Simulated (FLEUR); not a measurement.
# MnPt3: parallel and opposed starts, part 3 of 4

Does MnPt3 prefer parallel or opposed moments?

FLEUR MaX-R8.1; LDA (VWN); all-electron FLAPW, Dirac cores, scalar-relativistic bands.

So far, largest spin moment in the muffin-tin sphere (μB): step 2 (run 1 (ferro +)) 3.73; step 3 (order 2, typed as antiferro q=(0,1/2,1/2) +-) 3.67; step 4 (order 3, typed as antiferro q=(0,0,1/2) +-) 3.67.

**5. Run 4 (no spin polarisation)**

Without spin polarisation no moment can form, so the difference from the other runs is what forming moments gains.

The k list default-1 (kpts.xml, not shown) is a Γ-centred 8×8×8 mesh.

The input, inp.xml:

```
<?xml version="1.0" encoding="UTF-8" standalone="no"?>
<fleurInput fleurInputVersion="0.39">
   <comment>
      MnPt3
   </comment>
   <calculationSetup>
      <cutoffs Kmax="3.6" Gmax="10.8" GmaxXC="10.8" numbands="0"/>
      <scfLoop itmax="90" minDistance="0.00002" maxIterBroyd="15" imix="Anderson" alpha="0.05" precondParam="0.0" spinf="2.0" sdNocoIR="T"/>
      <coreElectrons ctail="T" frcor="F" kcrel="0" coretail_lmax="0"/>
      <xcFunctional name="vwn" relativisticCorrections="F"/>
      <magnetism jspins="1"/>
      <soc l_soc="F" theta="0.0" phi="0.0" spav="F"/>
      <expertModes spex="0" secvar="F"/>
      <geometryOptimization l_f="F" forcealpha="1.0" forcemix="BFGS" epsdisp="0.00001" epsforce="0.00001"/>
      <ldaU l_linMix="F" mixParam="0.05" spinf="1.0"/>
   </calculationSetup>
   <cell>
      <bzIntegration valenceElectrons="63.0" mode="hist" fermiSmearingEnergy="0.00183747">
         <kPointListSelection listName="default-1"/>
         <xi:include xmlns:xi="http://www.w3.org/2001/XInclude" href="kpts.xml"> </xi:include>
      </bzIntegration>
      <xi:include xmlns:xi="http://www.w3.org/2001/XInclude" href="sym.xml"> </xi:include>
      <bulkLattice scale="1.0">
         <bravaisMatrix>
            <row-1>    7.3699318859399998     0.0000000000000000     0.0000000000000000</row-1>
            <row-2>    0.0000000000000000     7.3699318859399998     0.0000000000000000</row-2>
            <row-3>    0.0000000000000000     0.0000000000000000     7.3699318859399998</row-3>
         </bravaisMatrix>
      </bulkLattice>
   </cell>
   <atomSpecies>
      <species name="Manganese (Mn)" element="Mn" atomicNumber="25">
         <mtSphere radius="2.54" gridPoints="839" logIncrement="0.015"/>
         <atomicCutoffs lmax="10" lnonsphr="8"/>
         <electronConfig flipSpins="F">
            <coreConfig>(1s1/2) (2s1/2) (2p1/2) (2p3/2)</coreConfig>
            <valenceConfig>(3s1/2) (3p1/2) (3p3/2) (4s1/2) (3d3/2) (3d5/2)</valenceConfig>
            <stateOccupation state="(3d3/2)" spinUp="1.000000" spinDown="1.000000"/>
            <stateOccupation state="(3d5/2)" spinUp="1.500000" spinDown="1.500000"/>
         </electronConfig>
         <energyParameters s="4" p="4" d="3" f="4"/>
         <lo type="SCLO" l="0" n="3" eDeriv="0"/>
         <lo type="SCLO" l="1" n="3" eDeriv="0"/>
      </species>
      <species name="Platinum (Pt)" element="Pt" atomicNumber="78">
         <mtSphere radius="2.54" gridPoints="839" logIncrement="0.016"/>
         <atomicCutoffs lmax="10" lnonsphr="8"/>
         <electronConfig flipSpins="F">
            <coreConfig>(1s1/2) (2s1/2) (2p1/2) (2p3/2) (3s1/2) (3p1/2) (3p3/2) (4s1/2) (3d3/2) (3d5/2) (4p1/2) (4p3/2) (5s1/2) (4d3/2) (4d5/2) (4f5/2) (4f7/2)</coreConfig>
            <valenceConfig>(5p1/2) (5p3/2) (6s1/2) (5d3/2) (5d5/2)</valenceConfig>
            <stateOccupation state="(6s1/2)" spinUp="0.500000" spinDown="0.500000"/>
            <stateOccupation state="(5d3/2)" spinUp="1.800000" spinDown="1.800000"/>
            <stateOccupation state="(5d5/2)" spinUp="2.700000" spinDown="2.700000"/>
         </electronConfig>
         <energyParameters s="6" p="6" d="5" f="5"/>
         <lo type="SCLO" l="1" n="5" eDeriv="0"/>
      </species>
   </atomSpecies>
   <atomGroups>
      <atomGroup species="Manganese (Mn)">
         <relPos label="                   1">.0000000000 .0000000000 .0000000000</relPos>
         <force calculate="T" relaxXYZ="TTT"/>
      </atomGroup>
      <atomGroup species="Platinum (Pt)">
         <relPos label="                   2">.0000000000 1.000/2.000 1.000/2.000</relPos>
         <relPos label="                   3">1.000/2.000 .0000000000 1.000/2.000</relPos>
         <relPos label="                   4">1.000/2.000 1.000/2.000 .0000000000</relPos>
         <force calculate="T" relaxXYZ="TTT"/>
      </atomGroup>
   </atomGroups>
   <output dos="F" band="F" slice="F">
      <bandDOS minEnergy="-.5*Htr" maxEnergy="0.5*Htr" sigma="0.015" storeEVData="T"/>
      <plotting iplot="0" polar="F">
         <plot TwoD="T" vec1="  1.0  0.0  0.0" vec2="  0.0  1.0  0.0" vec3="  0.0  0.0  1.0" zero="  0.0  0.0  0.0" file="plot"/>
      </plotting>
      <moessbauerParams electricFieldGradient="F" isomerShift="F" coreHyperfine="F" valenceHyperfine="F"/>
   </output>
</fleurInput>
```

The input, crystal.txt:

```
MnPt3
&input film=F cartesian=F /
3.90000000000  0.00000000000  0.00000000000
0.00000000000  3.90000000000  0.00000000000
0.00000000000  0.00000000000  3.90000000000
1.8897261246
1.0 1.0 1.0

4
25 0.00000000000  0.00000000000  0.00000000000
78 0.00000000000  0.50000000000  0.50000000000
78 0.50000000000  0.00000000000  0.50000000000
78 0.50000000000  0.50000000000  0.00000000000

&kpt div1=8 div2=8 div3=8 gamma=T /
```

Started as:

```
$ OMP_NUM_THREADS=1 inpgen -f crystal.txt > inpgen.log  # inp.xml is then edited as shown
$ OMP_NUM_THREADS=1 mpirun -n 4 fleur_MPI > fleur.log
```

Log:

```text
[banner, memory and clock lines left out]
Welcome to FLEUR        (www.flapw.de)
      MaX-Release 8.1          (www.max-centre.eu)

 ========== k-point set info ==========
 Selected k-point list: default-1
 k-point list type: mesh
 0 x 0 x 0
 Number of k points: 36

 [... set-up left out ...]
 Iteration:     1   Distance:      48.27000197 me/bohr^3
 Iteration:     2   Distance:      17.81885882 me/bohr^3
 Iteration:     3   Distance:      15.88716249 me/bohr^3
 Iteration:     4   Distance:       7.81827594 me/bohr^3
 Iteration:     5   Distance:       5.96126055 me/bohr^3
[...]
<FermiEnergy value="0.4361543910" units="Htr"/>
         [... left out ...]
         <totalEnergy value="   -56465.9907728244" units="Htr">
            <sumOfEigenvalues value="   -34630.2352008845">
               <coreElectrons value="-34601.6561657011"/>
               <valenceElectrons value="-28.5790351833"/>
            </sumOfEigenvalues>
         [... left out ...]
            <freeEnergy value="-56465.9933877961"/>
            <extrapolationTo0K value="-56465.9920803103"/>
         </totalEnergy>
         <densityConvergence units="me/bohr^3">
            <chargeDensity spin="1" distance="0.0000042702"/>
         </densityConvergence>
      </iteration>
```

Elapsed: 14 s, on 4 MPI ranks of Intel Xeon 6975P-C (Granite Rapids), shared host; peak memory 0.23 GiB; 54 s of CPU time.

Numbers from this step:

```yaml
free_energy: -1536517.9558 eV
program_s_band_gap_on_this_mesh_in_a_metal_only_a_level_spacing: 0.003027 eV
final_state: non-magnetic (no spin polarisation)
```

It lies 1198 meV a seeded atom over the first start.

**6. A faulty input**

An input with a fault is tried, to see how the program answers.

The input, inp.xml:

```
<?xml version="1.0" encoding="UTF-8" standalone="no"?>
<fleurInput fleurInputVersion="0.39">
   <comment>
      MnPt3
   </comment>
   <calculationSetup>
      <cutoffs Kmax="3.6" Gmax="5.0" GmaxXC="5.0" numbands="0"/>
      <scfLoop itmax="50" minDistance="0.00002" maxIterBroyd="15" imix="Anderson" alpha="0.05" precondParam="0.0" spinf="2.0" sdNocoIR="T"/>
      <coreElectrons ctail="T" frcor="F" kcrel="0" coretail_lmax="0"/>
      <xcFunctional name="vwn" relativisticCorrections="F"/>
      <magnetism jspins="2"/>
      <soc l_soc="F" theta="0.0" phi="0.0" spav="F"/>
      <expertModes spex="0" secvar="F"/>
      <geometryOptimization l_f="F" forcealpha="1.0" forcemix="BFGS" epsdisp="0.00001" epsforce="0.00001"/>
      <ldaU l_linMix="F" mixParam="0.05" spinf="1.0"/>
   </calculationSetup>
   <cell>
      <bzIntegration valenceElectrons="63.0" mode="hist" fermiSmearingEnergy="0.00183747">
         <kPointListSelection listName="default-1"/>
         <xi:include xmlns:xi="http://www.w3.org/2001/XInclude" href="kpts.xml"> </xi:include>
      </bzIntegration>
      <xi:include xmlns:xi="http://www.w3.org/2001/XInclude" href="sym.xml"> </xi:include>
      <bulkLattice scale="1.0">
         <bravaisMatrix>
            <row-1>    7.3699318859399998     0.0000000000000000     0.0000000000000000</row-1>
            <row-2>    0.0000000000000000     7.3699318859399998     0.0000000000000000</row-2>
            <row-3>    0.0000000000000000     0.0000000000000000     7.3699318859399998</row-3>
         </bravaisMatrix>
      </bulkLattice>
   </cell>
   <atomSpecies>
      <species name="Manganese 3.500" element="Mn" atomicNumber="25">
         <mtSphere radius="2.54" gridPoints="839" logIncrement="0.015"/>
         <atomicCutoffs lmax="10" lnonsphr="8"/>
         <electronConfig flipSpins="F">
            <coreConfig>(1s1/2) (2s1/2) (2p1/2) (2p3/2)</coreConfig>
            <valenceConfig>(3s1/2) (3p1/2) (3p3/2) (4s1/2) (3d3/2) (3d5/2)</valenceConfig>
            <stateOccupation state="(3d3/2)" spinUp="1.25" spinDown="0.75"/>
            <stateOccupation state="(3d5/2)" spinUp="3.0" spinDown="0.0"/>
         </electronConfig>
         <energyParameters s="4" p="4" d="3" f="4"/>
         <lo type="SCLO" l="0" n="3" eDeriv="0"/>
         <lo type="SCLO" l="1" n="3" eDeriv="0"/>
      </species>
      <species name="Platinum (Pt)" element="Pt" atomicNumber="78">
         <mtSphere radius="2.54" gridPoints="839" logIncrement="0.016"/>
         <atomicCutoffs lmax="10" lnonsphr="8"/>
         <electronConfig flipSpins="F">
            <coreConfig>(1s1/2) (2s1/2) (2p1/2) (2p3/2) (3s1/2) (3p1/2) (3p3/2) (4s1/2) (3d3/2) (3d5/2) (4p1/2) (4p3/2) (5s1/2) (4d3/2) (4d5/2) (4f5/2) (4f7/2)</coreConfig>
            <valenceConfig>(5p1/2) (5p3/2) (6s1/2) (5d3/2) (5d5/2)</valenceConfig>
            <stateOccupation state="(6s1/2)" spinUp="0.500000" spinDown="0.500000"/>
            <stateOccupation state="(5d3/2)" spinUp="1.800000" spinDown="1.800000"/>
            <stateOccupation state="(5d5/2)" spinUp="2.700000" spinDown="2.700000"/>
         </electronConfig>
         <energyParameters s="6" p="6" d="5" f="5"/>
         <lo type="SCLO" l="1" n="5" eDeriv="0"/>
      </species>
   </atomSpecies>
   <atomGroups>
      <atomGroup species="Manganese 3.500">
         <relPos label="                   1">.0000000000 .0000000000 .0000000000</relPos>
         <force calculate="T" relaxXYZ="TTT"/>
      </atomGroup>
      <atomGroup species="Platinum (Pt)">
         <relPos label="                   2">.0000000000 1.000/2.000 1.000/2.000</relPos>
         <relPos label="                   3">1.000/2.000 .0000000000 1.000/2.000</relPos>
         <relPos label="                   4">1.000/2.000 1.000/2.000 .0000000000</relPos>
         <force calculate="T" relaxXYZ="TTT"/>
      </atomGroup>
   </atomGroups>
   <output dos="F" band="F" slice="F">
      <bandDOS minEnergy="-.5*Htr" maxEnergy="0.5*Htr" sigma="0.015" storeEVData="T"/>
      <plotting iplot="0" polar="F">
         <plot TwoD="T" vec1="  1.0  0.0  0.0" vec2="  0.0  1.0  0.0" vec3="  0.0  0.0  1.0" zero="  0.0  0.0  0.0" file="plot"/>
      </plotting>
      <moessbauerParams electricFieldGradient="F" isomerShift="F" coreHyperfine="F" valenceHyperfine="F"/>
   </output>
</fleurInput>
```

The input, crystal.txt:

```
MnPt3
&input film=F cartesian=F /
3.90000000000  0.00000000000  0.00000000000
0.00000000000  3.90000000000  0.00000000000
0.00000000000  0.00000000000  3.90000000000
1.8897261246
1.0 1.0 1.0

4
25 0.00000000000  0.00000000000  0.00000000000 : 3.500
78 0.00000000000  0.50000000000  0.50000000000
78 0.50000000000  0.00000000000  0.50000000000
78 0.50000000000  0.50000000000  0.00000000000

&kpt div1=8 div2=8 div3=8 gamma=T /
```

Log:

```text
[banner, memory and clock lines left out]
Welcome to FLEUR        (www.flapw.de)
      MaX-Release 8.1          (www.max-centre.eu)

 ========== k-point set info ==========
 Selected k-point list: default-1
 k-point list type: mesh
 0 x 0 x 0
 Number of k points: 36

 ------------Calculation Setup---------------------------
 Number of PE/node        :            4
 Number of OMP-threads    :            1
 k-points in parallel     :            4
 pe's per k-point         :            1
 No of k-point loops      :            9
 Eigenvalue solver        :       lapack
 Number of basis functions:          348
 Approximate size of matrices (H+S) per k-point:         0.002 GB
 Error for k-point            1
 Error for k-point            2
 Error for k-point            3
 Error for k-point            4
**************FLEUR-Error*****************
Error message: Diagonalization via LAPACK failed(zhegvx/dsygvx)
Error number: 457
Error from PE:0/4
Other PEs with error messages:
     1-Diagonalization via LAPACK failed(zhegvx/dsygvx)
     2-Diagonalization via LAPACK failed(zhegvx/dsygvx)
     3-Diagonalization via LAPACK failed(zhegvx/dsygvx)
*****************************************

Memory (rank 0): 0.059 GB (peak 0.053 GB)
```

Elapsed: 3.2 s, on 4 MPI ranks; peak memory 0.22 GiB.

The input passed the program's checks, and the first cycle failed.

The program's message: “Diagonalization via LAPACK failed(zhegvx/dsygvx)”

The fault in the input: a density cutoff under twice Kmax.

The density holds products of basis functions, so Gmax must be at least twice Kmax; three times is usual.

**7. The states side by side**

Free energies are divided by the number of seeded atoms, so that cells of unlike size compare. Wavevectors q in the names are fractions of the primitive cell's reciprocal vectors.

Orders:

```csv
start,final state,typed order kept,energy over the lowest (meV a seeded atom),largest sphere moment (μB),net moment (μB a primitive cell),mesh matched,CPU time (s)
ferro +,ferromagnetic,yes,0,3.727,4.157,yes,114.2
"antiferro q=(0,1/2,1/2) +-",antiferromagnetic,yes,19.07,3.674,0,yes,863.6
"antiferro q=(0,0,1/2) +-",antiferromagnetic,yes,31.5,3.674,0,yes,577.3
no spin polarisation,non-magnetic,-,1198,0,0,yes,53.74
```

(Part 3 of 4 ends here.)

[Logs and program files are shortened in this print: banners, set-up blocks, solver, clock and traceback lines can be left out without a mark of their own.]

[Logs are printed without paths, hosts, clocks, repeated set-up lines and the standing remarks that a program may print on its own settings, such as how far it seeks lower states.]

[Hosts, paths, dates, database ids (printed as entryN), source tags and the programs' standing remarks are cut or masked in the printed files.]

[Where a cell is said to come from a database of computed structures, the database is the Materials Project.]
